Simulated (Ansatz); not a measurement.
# CuPd (Skaergaardite, Pm-3m): phonons and vibrational spectra, part 2 of 3

The cell of CuPd (Skaergaardite, Pm-3m) is at rest. What are its phonons? After the zone centre comes a 4×4×4 q mesh on a 16×16×16 k mesh.

Ansatz 0.2.0; DFT PBEsol, scalar-relativistic, plane waves, PAW; PAW set soft_1.

So far. Step 2 (Linear response at the zone centre): Before it was imposed, the acoustic sum rule was missed by 3.7e-5 eV/Å². Small misses are needed for a sound result but don't prove that mesh and cutoff are converged. The lowest optical mode is real, 224 cm⁻¹.

The database entry behind the starting cell differs from later determinations by our own check (about 0.35 % long), so it need not match the best structure at ambient conditions.

### Step 3. Response at finite wavevector

Stability and thermal properties need the whole zone. Linear response on a 4×4×4 q mesh gives force constants as far as a supercell of that size would.

The input, input.yaml:

```yaml
crystal:
  lattice:
    - [2.9609981749, 0.0, 0.0]
    - [0.0, 2.9609981749, 0.0]
    - [0.0, 0.0, 2.9609981749]
  atoms:
    - { symbol: Cu, position: [0.0, 0.0, 0.0] }
    - { symbol: Pd, position: [0.5, 0.5, 0.5] }
kpoints:
  mp_grid: { grid: [16, 16, 16] }
hamiltonian:
  xc: pbesol
  pseudopotentials: { kind: paw, azcp: { folder: soft_1 }, xc_functional: pbe }
scf:
  occupations: { method: methfessel_paxton, width: 0.2 }
output:
  eigenvalues: true
phonons:
  method: dfpt
  qmesh: [4, 4, 4]
  temperatures: { t_max: 1000, t_step: 50 }
  qpath:
    path:
      - [[0.0, 0.0, 0.0], [0.0, 0.5, 0.0], [0.5, 0.5, 0.0], [0.0, 0.0, 0.0], [0.5, 0.5, 0.5], [0.0, 0.5, 0.0]]
      - [[0.5, 0.5, 0.5], [0.5, 0.5, 0.0]]
    npoints: 10
```

Started as:

```
ansatz run input.yaml --threads 4 --pin off --max-ram 10240MiB --backend cpu --events-out ev --progress --plain --runs-dir out
```

Numbers of over 12 decimals in the logs are rounded to 6 here.

What it wrote:

```text
[...]
Crystal: 2 atoms, lattice volume = 25.961 Å³
Basis set: ecut = 420 eV, 485 PW (Γ), exchange–correlation on 40×40×40 points (8 copies of the dense FFT grid, shifted against one another)
Bands: 23, of which v1, the nominal top of the filled ones, is band 19 counted from 1 (18 counted from 0)
Symmetry: 48 space group operations
k-points: 165 of 4096
[...]
SCF iter   1: F=—  HF=-13499.032309 eV  |F-HF|=—  |Δ(HF+E_count)|=         —  Δρ=2.28e-1  dr2=1.75e1  ethr=3.10e-3  ⟨swp⟩=4.1  Hψ=13622  notcnv=0
[...]
SCF iter  10: F=-13495.698702 eV  HF=-13495.698702 eV  |F-HF|=1.82e-12  |Δ(HF+E_count)|=  9.09e-12  S|Δr|=    0.00e0  Δρ=3.52e-8  dr2=1.93e-13  ethr=1.00e-12  ⟨swp⟩=6.2  Hψ=14851  notcnv=0
SCF 1 converged in 10 iterations: F = -13495.698702 eV  dr2 = 1.93e-13
[...]
phonons: the bands overlap, so this run is a metal and interpolates without the dipole-dipole term. If the crystal is really an insulator or semiconductor, its LO-TO splitting is missing
NSCF: frozen V_eff on 165 k-points
WARN: eigensolver did not converge (k=8): 1 band(s) unlocked after 20 sweeps at ethr=1.10e-12 eV (storage-precision floor; scheduled 1.00e-12 eV) (lowest unlocked band 22, counted from 0; max residual 4.83e-6 eV among the unlocked bands, 4.83e-6 eV over every band; other slots of this pass that fall short are told together in one closing line; warning suppressed until the next SCF loop or pass starts)
[...]
DFPT response loops at q = (0, 0, 0) (fractional): preconditioner auto → Kerker (q_TF=auto, 2.894 Å⁻¹) (partly filled bands, converged f_vac=0.000); β = 1.00, the filter's whole step (`scf.mixing.beta` (0.50) is not read by the response loops under this deck's `scf.mixing.preconditioner`; to damp them name `kerker` or `kerker_dos`, under which they read `scf.mixing.beta`, and type it under 1.00, their step now; both keys bind the ground state too); Broyden in place of MSR1
[...]
SCF converged after 10 iterations
[...]
Free energy (F): -13495.698702 eV
[...]
Internal energy: -13495.705225 eV  (E = F + TS)
E sigma→0 (E₀):  -13495.700333 eV
Entropy (-TS):   0.006522 eV (3.261 meV/atom)
Fermi energy:    18.128381 eV
[...]
--- Band table (eV; the first three rows and the last of 165) ---
  k-point 0: bands = [... 15 lower, 17.0288, 18.0444, 18.0444, 18.0444, 27.1528, 27.1528, 27.1528, 34.3783]
  k-point 1: bands = [... 15 lower, 17.0419, 17.9693, 17.9693, 18.0217, 26.6704, 27.3139, 27.3139, 34.3160]
  k-point 2: bands = [... 15 lower, 17.0800, 17.7629, 17.7629, 17.9548, 25.5270, 27.7773, 27.7773, 34.1388]
  k-point 164: bands = [... 15 lower, 16.8997, 17.9796, 17.9796, 24.6219, 26.1757, 26.1757, 26.1757, 27.6246]
--- Phonons (Γ-DFPT): 2 representative perturbations + reference (Σ response iterations 8) ---
  ASR residual: 3.277e-5 → 0.000e0 eV/Å²; symmetrization residual: 6.714e-7 eV/Å²
  ASR residual per site (eV/Å²): 3.28e-5 2.18e-5
  Γ frequencies (cm⁻¹): 0.00 0.00 0.00 223.50 223.50 223.50
--- Phonons (arbitrary-q DFPT): 10 irreducible q on the 4×4×4 mesh ---
  q = [0.0000, 0.0000, 0.0000] (star 1, of the zone-centre solve; hermiticity 1.84e-7, symmetrization 1.64e-12): -0.00 -0.00 0.00 223.50 223.50 223.50
  q = [0.0000, 0.0000, 0.2500] (star 6, 4 solved perturbations in 4032 linear systems a pass and spin channel, the states on 1296 of 4096 k-point pairs; hermiticity 5.93e-7, symmetrization 8.89e-13): 84.72 84.72 112.45 210.88 210.88 220.90
[...]
q = [0.0000, 0.2500, -0.5000] (star 12, 6 solved perturbations on 1296 of 4096 k-point pairs; hermiticity 2.38e-6, symmetrization 1.22e-8): 95.21 107.39 134.62 185.63 226.12 230.13
[...]
sum rule: each row above includes the acoustic sum rule's correction from the zone centre's row sums; it moved no ω² by more than (0.37 cm⁻¹)²
  mesh force constants: q→R imaginary residual 3.62e-18; ASR residual 3.277e-5 → 0.000e0 eV/Å²; symmetrization residual 8.882e-15 eV/Å²
  interpolated dispersion: 62 rows × 6 modes
  density of states and harmonic sums: on the 24×24×24 q-mesh, interpolated from the force constants of a 4×4×4 supercell (no non-analytic term)
  largest difference from the sums on the solved wave vectors: F 1.12e-2 eV, S 1.52e-5 and C_V 4.02e-6 eV/K
  zero-point energy: 0.059574 eV/cell   skipped modes (ω ≤ 0): 3   left out of the sums: 3.62e-5 of the cell's modes: C_V's classical limit lies that fraction below 3 k_B per atom; for a crystal, a wire or a layer, F and S can be off by more, and a phonons.interpolated_qmesh denser along its periods is the remedy for the sampling
```

Wall time 11 min (4 threads of Arm Neoverse V1, shared host); peak memory 3.4 GiB.

Numbers from this step:

* sum-rule residual before enforcement: 3.28e-5 eV/Å²
* lowest frequency on the path: 0 cm⁻¹
* highest frequency on the path or at a solved wavevector: 245.6 cm⁻¹
* mean frequency: 160.2 cm⁻¹
* Debye temperature (second moment): 317 K
* logarithmic mean frequency: 146.9 cm⁻¹
* lowest mode on the q mesh (acoustic modes at Γ apart): 37.5 cm⁻¹
* zero-point energy per atom: 29.79 meV
* heat capacity at 300 K: 23.61 J/(mol atoms K)
* vibrational entropy at 300 K: 34.36 J/(mol atoms K)

Frequencies (cm⁻¹) solved at each irreducible wavevector; negative means imaginary. Frequencies by wavevector, by row:

```
q in reciprocal lattice units  star  mode 1  mode 2  mode 3  mode 4  mode 5  mode 6
                        0 0 0     1       0       0       0   223.5   223.5   223.5
                     0 0 0.25     6    84.7    84.7   112.5   210.9   210.9   220.9
                     0 0 -0.5     3   136.7   136.7   176.7   189.2   189.2   198.2
                  0 0.25 0.25    12    37.5   108.9   158.1   194.3   200.9   234.6
                  0 0.25 -0.5    12    95.2   107.4   134.6   185.6   226.1   230.1
                  0 -0.5 -0.5     3    49.8    49.8   134.1   183.5   245.6   245.6
               0.25 0.25 0.25     8    95.6    95.6   130.1   210.5   218.1   218.1
               0.25 0.25 -0.5    12    88.9   101.1   148.9   187.4   224.2   227.6
               0.25 -0.5 -0.5     6   101.9   101.9     147   183.9   225.7   225.7
               -0.5 -0.5 -0.5     1   160.3   160.3   160.3   179.8   179.8   179.8
```

Interpolated from a 4×4×4 q mesh. Phonon branches along the path, in cm⁻¹:

```
    point  branch 1  branch 2  branch 3  branch 4  branch 5  branch 6
        Γ         0         0         0       224       224       224
  halfway        85        85       112       211       211       221
        X       137       137       177       189       189       198
  halfway        95       107       135       186       226       230
        M        50        50       134       184       246       246
  halfway        38       109       158       194       201       235
        Γ         0         0         0       224       224       224
  halfway        96        96       130       210       218       218
        R       160       160       160       180       180       180
  halfway        89       101       149       187       224       228
        X       137       137       177       189       189       198
jump to R       160       160       160       180       180       180
  halfway       102       102       147       184       226       226
        M        50        50       134       184       246       246
```

The phonon branches as a text plot (rows in cm⁻¹):

```
    240 |           *********                                 ***
    230 |           *        ****                   **       *
    220 |*****    **      *     ************      *****     *
    210 |   ***   *        ** **    *   *****     *    *   *
    200 |     ****           **      ***    **   *      **
    189 |      ******    *****               *  * *********
    179 |       *    ****                     ****       ********
    169 |      * *
    159 |                    *                *****     * **
    148 |     *               *        *     *  *  ***      **
    138 |      **********  **        **     **        ****    ***
    128 |    *     *     **             *  *     *    * *  *
    118 |     *   *       ***  *            *     *    *    *
    107 |   *      *         *           ***      ** **
     97 |    *                      *   *          **        *
     87 |   *       *    *    *                     **
     77 |            *          *      *                      *
     67 |  *         ** *      *                               *
     56 |  *          *            * **                         *
     46 | *            ******   **
     36 | *                  *      *
     26 |*                    ** *
     15 |*                      *  *
      5 |                        **
         Γ      X      M          Γ            R        X|R     M
```

The phonon density of states has structure finer than the step of the table below, so its rows give means over 5 cm⁻¹, whole bins alone (the curve runs from 1 to 247 cm⁻¹). Peaks (cm⁻¹: height): 103.0: 0.0340, 135.0: 0.0656, 185.0: 0.0651, 193.0: 0.0684, 227.0: 0.0988.

Tetrahedra on a 24×24×24 mesh, mean over bins of 2 cm-1. Interpolated from a 4×4×4 q mesh. Phonon density of states against wavenumber; means over each step:

```
wavenumber (cm⁻¹)  phonon density of states (1/cm⁻¹/cell)
                5                                  3.9e-5
               10                                  2.0e-4
               15                                  5.4e-4
               20                                 0.00114
               25                                 0.00166
               30                                 0.00247
               35                                 0.00350
               40                                 0.00473
               45                                 0.00669
               50                                  0.0107
               55                                  0.0139
               60                                  0.0155
               65                                  0.0172
               70                                  0.0188
               75                                  0.0209
               80                                  0.0233
               85                                  0.0264
               90                                  0.0269
               95                                  0.0261
              100                                  0.0309
              105                                  0.0313
              110                                  0.0287
              115                                  0.0275
              120                                  0.0274
              125                                  0.0249
              130                                  0.0311
              135                                  0.0540
              140                                  0.0381
              145                                  0.0284
              150                                  0.0257
              155                                  0.0228
              160                                 0.00648
              165                                 0.00129
              170                                  4.5e-4
              175                                  5.9e-5
              180                                 0.00287
              185                                  0.0482
              190                                  0.0548
              195                                  0.0557
              200                                  0.0402
              205                                  0.0387
              210                                  0.0384
              215                                  0.0419
              220                                  0.0536
              225                                  0.0813
              230                                  0.0732
              235                                  0.0413
              240                                  0.0235
```

The partial phonon density of states has structure finer than the step of the table below, so its rows give means over 5 cm⁻¹, whole bins alone (the curve runs from -10 to 263 cm⁻¹). Peaks (cm⁻¹: height): Cu 103.2: 0.0141, 187.3: 0.0561, 226.7: 0.0511; Pd 104.9: 0.0232, 134.1: 0.0452, 226.7: 0.0337.

Phonopy on the run's constants, 19x19x19 mesh, Gaussian sigma 2.0 cm-1. Interpolated from a 4×4×4 q mesh. Partial phonon density of states against wavenumber; means over each step; values in 1/cm⁻¹/cell:

```
wavenumber (cm⁻¹)       Cu       Pd
               -5   4.2e-6   7.2e-6
                0   2.6e-5   4.2e-5
                5   6.9e-5   1.2e-4
               10   7.3e-5   1.2e-4
               15   1.7e-4   2.8e-4
               20   4.4e-4   7.3e-4
               25   9.3e-4  0.00153
               30   8.2e-4  0.00131
               35  0.00122  0.00195
               40  0.00210  0.00335
               45  0.00287  0.00438
               50  0.00453  0.00654
               55  0.00541  0.00774
               60  0.00628  0.00922
               65  0.00723   0.0106
               70  0.00654  0.00990
               75  0.00944   0.0143
               80  0.00819   0.0128
               85  0.00967   0.0160
               90   0.0111   0.0181
               95  0.00886   0.0156
              100   0.0110   0.0189
              105   0.0125   0.0218
              110  0.00827   0.0173
              115  0.00831   0.0184
              120  0.00796   0.0203
              125  0.00589   0.0189
              130  0.00667   0.0289
              135  0.00604   0.0433
              140  0.00469   0.0334
              145  0.00387   0.0246
              150  0.00274   0.0209
              155  0.00199   0.0209
              160   7.6e-4  0.00805
              165   3.6e-4  0.00163
              170   1.1e-4   3.8e-4
              175   9.6e-5   1.3e-4
              180  0.00741   1.5e-4
              185   0.0438  0.00106
              190   0.0523  0.00364
              195   0.0460  0.00638
              200   0.0328  0.00810
              205   0.0290   0.0102
              210   0.0260   0.0112
              215   0.0285   0.0146
              220   0.0344   0.0200
              225   0.0478   0.0307
              230   0.0423   0.0292
              235   0.0243   0.0180
              240   0.0135   0.0105
              245  0.00429  0.00348
              250   2.0e-4   1.6e-4
              255        0        0
```

[end of part 2 of 3]

[Logs are printed without paths, hosts, clocks, repeated set-up lines and the standing remarks that a program may print on its own settings, such as how far it seeks lower states.]

[Hosts, paths, dates, database ids (printed as entryN), source tags and the programs' standing remarks are cut or masked in the printed files.]
